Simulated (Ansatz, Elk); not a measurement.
# Bonding as seen by X-rays: CdCu2S4

The structure of CdCu2S4 used here is made up (a known structure type with other elements) and was relaxed beforehand with PBE. The aim is the Fourier transform of its all-electron density, F(hkl), set beside the sum over free spherical atoms that refinements use.

Method: DFT, PBE, all-electron APW+lo, Dirac cores, scalar-relativistic bands, static density, no spin, in Elk 11.2.3 (patched build).

The structure was built from a prototype and need not be the compound's stable phase.

## Step 1: Starting point

The structure is monoclinic, space group Pm (No. 6). The conventional cell has a = 6.138 Å, b = 3.569 Å, c = 6.976 Å, α = 90.00°, β = 115.14°, γ = 90.00°. Nearest to Cd lie 4 S at 2.53 to 2.66 Å. Cu has 5 S at 2.32 to 2.76 Å nearest. Nearest to Cu lie 4 S at 2.22 to 2.30 Å. S has 3 Cu at 2.30 to 2.33 Å and 1 Cd at 2.53 Å nearest. Nearest to S lie 1 S at 2.07 Å and 2 Cd at 2.66 Å and 1 Cu at 2.76 Å. Nearest to S lie 1 S at 2.07 Å and 2 Cu at 2.29 Å. Farther neighbours and most contacts between anions are not listed.

## Step 2: Ground state and structure factors

An all-electron density is needed, since X-rays see the cores too. Task 0 finds the density and task 195 Fourier-transforms it; tshift is off so that phases refer to the origin typed.

elk.in

```
tasks
  0
  195

xctype
  20

spinpol
  .false.

rgkmax
  7.0

gmaxvr
  14.0

lmaxo
  7

lmaxapw
  8

swidth
  0.002

tshift
  .false.

ramdisk
  .false.

hmaxvr
  5.5

maxscl
  120

epspot
  1e-06

sppath
  './'

avec
  13.31552162862 0.00000000000 -1.04625273982
  0.00000000000 6.74420567298 0.00000000000
  -7.31164194653 0.00000000000 10.97001803743

atoms
  3
  'Cd.in'
  1
  0.6797247883 0.5000000000 0.1532291587   0.000000 0.000000 0.000000
  'Cu.in'
  2
  0.0356274208 0.0000000000 0.9603566687   0.000000 0.000000 0.000000
  0.3910450937 0.5000000000 0.5020846907   0.000000 0.000000 0.000000
  'S.in'
  4
  0.7779612126 0.5000000000 0.8606176404   0.000000 0.000000 0.000000
  0.9328819342 0.0000000000 0.5086543969   0.000000 0.000000 0.000000
  0.2808136671 0.0000000000 0.6198676294   0.000000 0.000000 0.000000
  0.3036458832 0.5000000000 0.1361898152   0.000000 0.000000 0.000000

ngridk
  4 6 4
```

Run with:

```console
$ OMP_NUM_THREADS=4 elk
```

Numbers of over 12 decimals in the logs are rounded to 6 here.

What it wrote:

```text
┌─────────────────────────┐
│ Elk code version 11.2.3 │
└─────────────────────────┘

All units are atomic (Hartree, Bohr, etc.)

┌─────────────────────────────────────────────────┐
│ Ground-state run starting from atomic densities │
└─────────────────────────────────────────────────┘

Lattice vectors :
   13.31552163       0.000000000      -1.046252740
   0.000000000       6.744205673       0.000000000
  -7.311641947       0.000000000       10.97001804

Reciprocal lattice vectors :
  0.4979469448      -0.000000000      0.3318873093
  -0.000000000      0.9316420068      -0.000000000
  0.4749111201E-01  -0.000000000      0.6044131642

Unit cell volume      :    933.5443269
Brillouin zone volume :   0.2657080187

Muffin-tin inner radius fraction :   0.1000000000E-01

Nuclei treated as point charges

Species : 1 (Cd)
 parameters loaded from : Cd.in
 name : cadmium
 nuclear charge    :   -48.00000000
 electronic charge :    48.00000000
 atomic mass :    204912.7176
 muffin-tin radius :    2.600000000
 number of radial points in muffin-tin :   1193
 inner part over the whole radius :   0.9972693929E-02
 number on inner part of muffin-tin    :    850
 approximate nuclear radius :   0.8708852602E-04
 number of mesh points to nuclear radius :    426
 atomic positions (lattice), magnetic fields (Cartesian) :
  1 :   0.67972479  0.50000000  0.15322916    0.00000000  0.00000000  0.00000000

Species : 2 (Cu)
 parameters loaded from : Cu.in
 name : copper
 nuclear charge    :   -29.00000000
 electronic charge :    29.00000000
 atomic mass :    115837.2717
 muffin-tin radius :    2.301031896
 number of radial points in muffin-tin :    993
 inner part over the whole radius :   0.9859802265E-02
 number on inner part of muffin-tin    :    700
 approximate nuclear radius :   0.7406004541E-04
 number of mesh points to nuclear radius :    337
 atomic positions (lattice), magnetic fields (Cartesian) :
  1 :   0.03562742  0.00000000  0.96035667    0.00000000  0.00000000  0.00000000
  2 :   0.39104509  0.50000000  0.50208469    0.00000000  0.00000000  0.00000000

Species : 3 (S)
 parameters loaded from : S.in
 name : sulphur
 nuclear charge    :   -16.00000000
 electronic charge :    16.00000000
 atomic mass :    58450.91931
 muffin-tin radius :    1.852559685
 number of radial points in muffin-tin :    793
 inner part over the whole radius :   0.9837075238E-02
 number on inner part of muffin-tin    :    551
 approximate nuclear radius :   0.6195814986E-04
 number of mesh points to nuclear radius :    253
 atomic positions (lattice), magnetic fields (Cartesian) :
  1 :   0.77796121  0.50000000  0.86061764    0.00000000  0.00000000  0.00000000
  2 :   0.93288193  0.00000000  0.50865440    0.00000000  0.00000000  0.00000000
  3 :   0.28081367  0.00000000  0.61986763    0.00000000  0.00000000  0.00000000
  4 :   0.30364588  0.50000000  0.13618982    0.00000000  0.00000000  0.00000000

Total number of atoms per unit cell :    7
Total muffin-tin volume :    282.2178085
 ratio of muffin-tin to unit cell volume :   0.3023078823

Spin treatment :
 spin-unpolarised

Number of Bravais lattice symmetries :    4
Number of crystal symmetries         :    2
Crystal has no inversion symmetry
Complex Hermitian eigensolver will be used

k-point grid :      4     6     4
k-point offset :    0.000000000       0.000000000       0.000000000
k-point set is reduced with full crystal symmetry group
Total number of k-points :       64

Muffin-tin radius times maximum |G+k| :    7.000000000
 using average radius
Maximum |G+k| for APW functions       :    3.353338729
Maximum (1/2)|G+k|²                   :    5.622440315
Maximum |G| for potential and density :    14.00000000
Constant for pseudocharge density :    9
 order of it for each species :   16  16  16
 order of it for pair densities of each species (exact exchange by exxq0 0: 17) :   15  12   6
Radial integration step length :    1

G-vector grid sizes :     60    32    60
Number of G-vectors :    43171

[...]
total energy                :     -10504.292177970

Density of states at Fermi energy :    69.64208492
 (states/Hartree/unit cell)

Estimated indirect band gap :   0.1134601043E-02
 from k-point 60 to k-point 17
Estimated direct band gap   :   0.1360098165E-01
 at k-point 6

Charges :
 core                        :    94.00000000
 valence                     :    76.00000000
 interstitial                :    14.70990142
 muffin-tins (core leakage)
  species : 1 (Cd)
[...]
species : 2 (Cu)
[...]
species : 3 (S)
[...]
total in muffin-tins        :    155.2900986
 total calculated charge     :    169.9962939
 total charge                :    170.0000000
 error                       :   0.3706053921E-02

RMS change in Kohn-Sham potential (target) :   0.5118196051     (  0.1000000000E-05)
Absolute change in total energy (target)   :   0.6681721852     (  0.1000000000E-03)

[... loops 3 to 21 left out ...]

┌──────────────────┐
│ Loop number : 22 │
└──────────────────┘

Energies :
 Fermi                       :     0.172238
 sum of occupied eigenvalues :     -6154.2890372332
 electron kinetic            :      10837.468160907
 core electron kinetic       :      10229.553487465
 Coulomb                     :     -20947.834037908
 Coulomb potential           :     -16481.516621061
 nuclear-nuclear             :     -1233.4303887252
 electron-nuclear            :     -22972.455859118
 Hartree                     :      3258.0522099349
 Madelung                    :     -12707.075727378
 xc potential                :     -510.24057707845
 exchange                    :     -384.66079233908
 correlation                 :     -7.886558
 electron entropic           :    -0.93726282975216E-03
 total energy                :     -10502.914164618

Density of states at Fermi energy :    67.71050604
 (states/Hartree/unit cell)

Estimated indirect band gap :   0.1439690850E-02
 from k-point 33 to k-point 30
Estimated direct band gap   :   0.1182455007E-01
 at k-point 2

Charges :
 core                        :    94.00000000
 valence                     :    76.00000000
 interstitial                :    13.89557053
 muffin-tins (core leakage)
  species : 1 (Cd)
[...]
species : 2 (Cu)
[...]
species : 3 (S)
[...]
total in muffin-tins        :    156.1044295
 total calculated charge     :    169.9963402
 total charge                :    170.0000000
 error                       :   0.3659791481E-02

RMS change in Kohn-Sham potential (target) :   0.8046094827E-06 (  0.1000000000E-05)
Absolute change in total energy (target)   :   0.1935553883E-05 (  0.1000000000E-03)

Convergence targets achieved

┌──────────────────┐
│ Loop number : 23 │
└──────────────────┘

Energies :
 Fermi                       :     0.172238
 sum of occupied eigenvalues :     -6154.2890359800
 electron kinetic            :      10837.468139230
 core electron kinetic       :      10229.553484679
 Coulomb                     :     -20947.834014360
 Coulomb potential           :     -16481.516635680
 nuclear-nuclear             :     -1233.4303887252
 electron-nuclear            :     -22972.455797462
 Hartree                     :      3258.0521718266
 Madelung                    :     -12707.075696520
 xc potential                :     -510.24053952927
 exchange                    :     -384.66079037222
 correlation                 :     -7.886558
 electron entropic           :    -0.93726257570336E-03
 total energy                :     -10502.914160764

Density of states at Fermi energy :    67.71047125
 (states/Hartree/unit cell)

Estimated indirect band gap :   0.1439744163E-02
 from k-point 33 to k-point 30
Estimated direct band gap   :   0.1182453814E-01
 at k-point 4

Charges :
 core                        :    94.00000000
 valence                     :    76.00000000
 interstitial                :    13.89557121
 muffin-tins (core leakage)
  species : 1 (Cd)
[...]
species : 2 (Cu)
[...]
species : 3 (S)
[...]
atom 2                    :    13.35575015     (  0.7018025033E-03)
   atom 3                    :    13.36865095     (  0.7013959480E-03)
   atom 4                    :    13.36558062     (  0.7017692670E-03)
 total in muffin-tins        :    156.1044288
 total calculated charge     :    169.9963402
 total charge                :    170.0000000
 error                       :   0.3659791427E-02

┌──────────────────────────────┐
│ Self-consistent loop stopped │
└──────────────────────────────┘

Warning : core states of species 1 leak from the muffin-tin :   0.2429694724E-03

Warning : core states of species 2 leak from the muffin-tin :   0.2755586036E-03

Warning : core states of species 3 leak from the muffin-tin :   0.7018025033E-03

Wrote STATE.OUT
```

Wall time 2.7 min (4 threads of INTEL XEON PLATINUM 8581C at 2.10GHz (Emerald Rapids), shared host); peak memory 0.29 GiB; 9.9 min of CPU time.

SFACRHO.OUT:

```text

h k l indices transformed by vhmat matrix:
   1.000000000       0.000000000       0.000000000    
   0.000000000       1.000000000       0.000000000    
   0.000000000       0.000000000       1.000000000    

      h      k      l  multipl.   |H|            Re(F)            Im(F)           |F|

      0      0      0      1   0.0000000       170.00000     -0.21037912E-17   170.00000    
      1      0     -1      1  0.52647963     -0.86011715E-01  -13.007299       13.007583    
     -1      0      1      1  0.52647963     -0.86011715E-01   13.007299       13.007583    
      1      0      0      1  0.59841486      -5.6657484      -9.8117031       11.330058    
     -1      0      0      1  0.59841486      -5.6657484       9.8117031       11.330058    
      0      0      1      1  0.60627607       18.738195       19.092209       26.751307    
      0      0     -1      1  0.60627607       18.738195      -19.092209       26.751307    
      0     -1      0      2  0.93164201      -42.592871      0.28344480E-13   42.592871    
      2      0     -1      1  0.95025871       13.120188       77.693529       78.793551    
     -2      0      1      1  0.95025871       13.120188      -77.693529       78.793551    
     -1      0      2      1  0.96509202       18.481861      -67.172661       69.668828    
      1      0     -2      1  0.96509202       18.481861       67.172661       69.668828    
      2      0     -2      1   1.0529593       59.703875       10.187492       60.566804    
     -2      0      2      1   1.0529593       59.703875      -10.187492       60.566804    
     -1     -1      1      2   1.0701110       9.2922034      -24.583854       26.281379    
      1     -1     -1      2   1.0701110       9.2922034       24.583854       26.281379    
      1      0      1      1   1.0835872       43.532984      -59.165475       73.455253    
     -1      0     -1      1   1.0835872       43.532984       59.165475       73.455253
```

Elk indexes on the primitive cell of elk.in and gives |H| = 4π sin θ/λ in inverse bohr. Below, one row stands for each form hkl of the conventional cell (m members, Friedel mates merged), F is for one primitive cell and the density is static (no thermal factor). Free-atom factors are Waasmaier and Kirfel's, and R is Σm||F|−|F'||/Σm|F|.

| hkl | m | sin θ/λ (Å⁻¹) | abs F, DFT | neutral atoms | diff. | abs of complex diff. |
| --- | --- | --- | --- | --- | --- | --- |
| 001 | 2 | 0.079 | 13.008 | 13.035 | -0.027 | 0.045 |
| 100 | 2 | 0.090 | 11.330 | 11.406 | -0.076 | 0.077 |
| 1 0 -1 | 2 | 0.091 | 26.751 | 26.849 | -0.098 | 0.107 |
| 010 | 2 | 0.140 | 42.593 | 42.511 | +0.082 | 0.082 |
| 101 | 2 | 0.143 | 78.794 | 79.185 | -0.391 | 0.452 |
| 1 0 -2 | 2 | 0.145 | 69.669 | 69.813 | -0.144 | 0.538 |
| 002 | 2 | 0.158 | 60.567 | 60.804 | -0.237 | 0.237 |
| 011 | 4 | 0.161 | 26.281 | 26.761 | -0.480 | 0.555 |
| 2 0 -1 | 2 | 0.163 | 73.455 | 74.021 | -0.566 | 0.713 |
| 110 | 4 | 0.167 | 78.958 | 79.184 | -0.226 | 0.326 |
| 1 1 -1 | 4 | 0.167 | 49.422 | 49.344 | +0.077 | 0.671 |
| 200 | 2 | 0.180 | 23.521 | 22.848 | +0.673 | 0.717 |
| 2 0 -2 | 2 | 0.182 | 56.017 | 56.278 | -0.261 | 0.408 |
| 111 | 4 | 0.200 | 43.858 | 44.092 | -0.234 | 0.280 |
| 1 1 -2 | 4 | 0.202 | 70.954 | 71.511 | -0.557 | 0.632 |
| 012 | 4 | 0.211 | 38.668 | 39.066 | -0.398 | 0.491 |
| 102 | 2 | 0.213 | 30.318 | 29.388 | +0.930 | 0.970 |
| 2 1 -1 | 4 | 0.215 | 48.377 | 48.573 | -0.196 | 0.206 |
| 1 0 -3 | 2 | 0.215 | 49.307 | 49.755 | -0.448 | 0.588 |
| 201 | 2 | 0.225 | 25.686 | 26.109 | -0.422 | 0.503 |
| 210 | 4 | 0.228 | 54.387 | 54.640 | -0.253 | 0.553 |
| 2 0 -3 | 2 | 0.229 | 61.837 | 62.220 | -0.383 | 0.420 |

## Step 3: The highest occupied states alone

An energy window below the Fermi level keeps the highest occupied states, to see at which angles they scatter; shallow core shells can lie inside it and anion s states outside. No new self-consistency is needed.

Edit elk.in of step 2 so:

```diff
@@ -1,3 +1,2 @@
 tasks
-  0
   195
@@ -40,2 +39,5 @@
 
+wsfac
+  -0.268750 0.472240
+
 sppath
```

Run with:

```console
$ OMP_NUM_THREADS=4 elk
```

What it wrote:

```text
┌─────────────────────────────────┐
│ Elk code version 11.2.3 started │
└─────────────────────────────────┘

Info(readinput): the functional depends on the density's gradient
 muffin-tin radial points multiplied by    2.00000
 (not where nrmtscf is given)

┌────────────────────┐
│ Current task : 195 │
└────────────────────┘
Info(checkmt): changed muffin-tin radius of species 2 (Cu) from   2.4000 to   2.3010
Info(checkmt): changed muffin-tin radius of species 3 (S) from   2.2000 to   1.8526

Info(sfacrho): density structure factors written to SFACRHO.OUT

 Energy window :  -0.2687500000      0.4722400000

┌──────────────────┐
│ Elk code stopped │
└──────────────────┘
```

Run time: 14 s. Hardware: 4 threads; peak memory 0.21 GiB; 20 s of CPU time.

States within 12 eV below the Fermi level hold 52.00 electrons; any levels below the window count with the cores. Their amplitudes can exceed the total, where window and core parts have opposite phase:

| hkl | sin θ/λ (Å⁻¹) | abs F, window | abs F, all |
| --- | --- | --- | --- |
| 001 | 0.079 | 6.487 | 13.008 |
| 100 | 0.090 | 1.171 | 11.330 |
| 1 0 -1 | 0.091 | 3.839 | 26.751 |
| 010 | 0.140 | 7.049 | 42.593 |
| 101 | 0.143 | 21.369 | 78.794 |
| 1 0 -2 | 0.145 | 16.971 | 69.669 |
| 002 | 0.158 | 12.639 | 60.567 |
| 011 | 0.161 | 8.538 | 26.281 |
| 2 0 -1 | 0.163 | 18.459 | 73.455 |
| 110 | 0.167 | 18.238 | 78.958 |

## Step 4: Another functional

The difference from free atoms is small, so it is set against the change that LDA (Perdew-Wang) makes.

Edit elk.in of step 3 so:

```diff
@@ -1,2 +1,3 @@
 tasks
+  0
   195
@@ -4,3 +5,3 @@
 xctype
-  20
+  3
 
@@ -39,5 +40,2 @@
 
-wsfac
-  -0.268750 0.472240
-
 sppath
```

Run with:

```console
$ OMP_NUM_THREADS=4 elk
```

What it wrote:

```text
┌─────────────────────────┐
│ Elk code version 11.2.3 │
└─────────────────────────┘

All units are atomic (Hartree, Bohr, etc.)

┌─────────────────────────────────────────────────┐
│ Ground-state run starting from atomic densities │
└─────────────────────────────────────────────────┘

Lattice vectors :
   13.31552163       0.000000000      -1.046252740
   0.000000000       6.744205673       0.000000000
  -7.311641947       0.000000000       10.97001804

Reciprocal lattice vectors :
  0.4979469448      -0.000000000      0.3318873093
[...]
atom 4                    :    13.34903010     (  0.7056314504E-03)
 total in muffin-tins        :    156.1064757
 total calculated charge     :    169.9963149
 total charge                :    170.0000000
 error                       :   0.3685135802E-02

┌──────────────────────────────┐
│ Self-consistent loop stopped │
└──────────────────────────────┘

Warning : core states of species 1 leak from the muffin-tin :   0.2429997418E-03

Warning : core states of species 2 leak from the muffin-tin :   0.2856675699E-03

Warning : core states of species 3 leak from the muffin-tin :   0.7056314504E-03

Wrote STATE.OUT
[key lines of the parts left out:]
total energy                :     -10488.025027064
```

Elapsed: 2.2 min, on 4 threads; peak memory 0.24 GiB.

Against the first run R = 0.04 %; the largest change is -0.066 at 200.

## Step 5: Basis size

The basis and the expansions that go with it are enlarged, to see whether the differences are converged.

Edit elk.in of step 4 so:

```diff
@@ -5,3 +5,3 @@
 xctype
-  3
+  20
 
@@ -11,12 +11,12 @@
 rgkmax
-  7.0
+  8.5
 
 gmaxvr
-  14.0
+  18.0
 
 lmaxo
-  7
+  9
 
 lmaxapw
-  8
+  10
```

Run with:

```console
$ OMP_NUM_THREADS=4 elk
```

What it wrote:

```text
┌─────────────────────────┐
│ Elk code version 11.2.3 │
└─────────────────────────┘

All units are atomic (Hartree, Bohr, etc.)

┌─────────────────────────────────────────────────┐
│ Ground-state run starting from atomic densities │
└─────────────────────────────────────────────────┘

Lattice vectors :
   13.31552163       0.000000000      -1.046252740
   0.000000000       6.744205673       0.000000000
  -7.311641947       0.000000000       10.97001804

Reciprocal lattice vectors :
  0.4979469448      -0.000000000      0.3318873093
[...]
atom 4                    :    13.37027019     (  0.7023678995E-03)
 total in muffin-tins        :    156.1314549
 total calculated charge     :    169.9964132
 total charge                :    170.0000000
 error                       :   0.3586781573E-02

┌──────────────────────────────┐
│ Self-consistent loop stopped │
└──────────────────────────────┘

Warning : core states of species 1 leak from the muffin-tin :   0.2429448119E-03

Warning : core states of species 2 leak from the muffin-tin :   0.2757354156E-03

Warning : core states of species 3 leak from the muffin-tin :   0.7023678995E-03

Wrote STATE.OUT
[key lines of the parts left out:]
total energy                :     -10502.925652872
```

The job ended after 9.7 min (4 threads; peak memory 0.58 GiB).

Against the first run R = 0.01 %; the largest change is +0.011 at 020.

## Step 6: Settings against the effect

| run | R against the first run (%) | R against neutral atoms, low angle (%) | wall time |
| --- | --- | --- | --- |
| PBE, rgkmax 7 | 0.00 | 0.67 | 2.7 min |
| LDA (Perdew-Wang) | 0.04 | 0.69 | 2.2 min |
| rgkmax 8.5 with larger expansions | 0.01 | 0.67 | 9.7 min |

## Step 7: Results

| Item | Value |
| --- | --- |
| R against neutral atoms, sin θ/λ < 0.3 Å⁻¹ | 0.67 % |
| R against neutral atoms, 0.3 to 0.47 Å⁻¹ | 0.29 % |

Independent neutral atoms miss the calculated amplitudes by R = 0.67 % below 0.3 Å⁻¹ and 0.29 % from there to 0.47 Å⁻¹; by shells, 0.34 % below 0.15 Å⁻¹ (6 forms), 0.70 % 0.15 to 0.3 (37 forms), 0.32 % 0.3 to 0.45 (88 forms), 0.12 % above 0.45 (18 forms). Bonding, aspherical density and the tables' own atoms all enter these figures, and the runs don't part them. The largest change of an amplitude is +0.93 electrons, at 102. R counts amplitudes alone; phases shift too. The window's part falls from 52.0 electrons at the origin to at most 5.33 between 0.45 and 0.47 Å⁻¹, where compact states inside the window still scatter. Below 0.3 Å⁻¹ the changes that finished (LDA (Perdew-Wang) and rgkmax 8.5 with larger expansions) move F by R = 0.05 % at most, against the 0.67 % that separates it from free atoms. The k-mesh has no finished test. These runs have no spin, though d or f shells may be open. Part of the difference isn't bonding: the tables are fits to free atoms and ions calculated by other methods than this functional. Thermal motion, anomalous dispersion and extinction are left out.

[Logs are printed without paths, hosts, clocks, repeated set-up lines and the standing remarks that a program may print on its own settings, such as how far it seeks lower states.]

[Hosts, paths, dates, database ids (printed as entryN), source tags and the programs' standing remarks are cut or masked in the printed files.]
